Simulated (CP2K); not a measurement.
Two runs for the C K edge of 2-methoxypyrimidine. Run A: CP2K XAS_TDP, all-electron GAPW, PBEh(45%), aug-cc-pVDZ, TDA, no relativity. Run B differs in one setting.

First lines with a strength over 0.0015. A:

```tsv
atom	energy (eV)	states	strength, one atom
C1 (bonded to O and 3 H)	285.02	1	0.0431
	285.48	1	0.0018
	286.03	1	0.0225
	286.17	1	0.0193
	286.62	1	0.0029
C3 (bonded to 2 N and O)	283.84	1	0.0704
	288.73	1	0.0042
	288.95	1	0.0024
	289.31	1	0.0022
	290.04	1	0.0080
C5 (bonded to C, N and H)	281.54	1	0.0596
	285.62	1	0.0125
	286.74	1	0.0034
	287.14	1	0.0020
	288.19	1	0.0061
C6 (bonded to 2 C and H)	281.77	1	0.0471
	282.27	1	0.0017
	284.24	1	0.0116
	285.54	1	0.0028
	285.83	1	0.0036
```

B:

```tsv
atom	energy (eV)	states	strength, one atom
C1 (bonded to O and 3 H)	285.31	1	0.0432
	285.77	1	0.0018
	286.33	1	0.0224
	286.46	1	0.0192
	286.91	1	0.0029
C3 (bonded to 2 N and O)	284.14	1	0.0703
	289.03	1	0.0041
	289.24	1	0.0024
	289.60	1	0.0022
	290.33	1	0.0080
C5 (bonded to C, N and H)	281.81	1	0.0597
	285.91	1	0.0126
	287.02	1	0.0033
	287.42	1	0.0020
	288.47	1	0.0061
C6 (bonded to 2 C and H)	282.01	1	0.0473
	282.52	1	0.0016
	284.51	1	0.0118
	285.82	1	0.0027
	286.09	1	0.0036
```

**Question.** Which was it: scalar relativity switched on, the basis, GW2X switched on, the functional?

Scalar relativity switched on. Relativity shifts all lines of an element by nearly the same amount and keeps their strengths. Against PBEh(45%) in aug-cc-pVDZ, the leading lines move by +0.29 eV (C1, to 285.31), +0.30 eV (C3, to 284.14), +0.27 eV (C5, to 281.81) and +0.24 eV (C6, to 282.01).

[Banner, clock and machine lines of the logs are left out without a mark of their own.]

[Logs are printed without paths, hosts, clocks, repeated set-up lines and the standing remarks that a program may print on its own settings, such as how far it seeks lower states.]

[Hosts, paths, dates, database ids (printed as entryN), source tags and the programs' standing remarks are cut or masked in the printed files.]
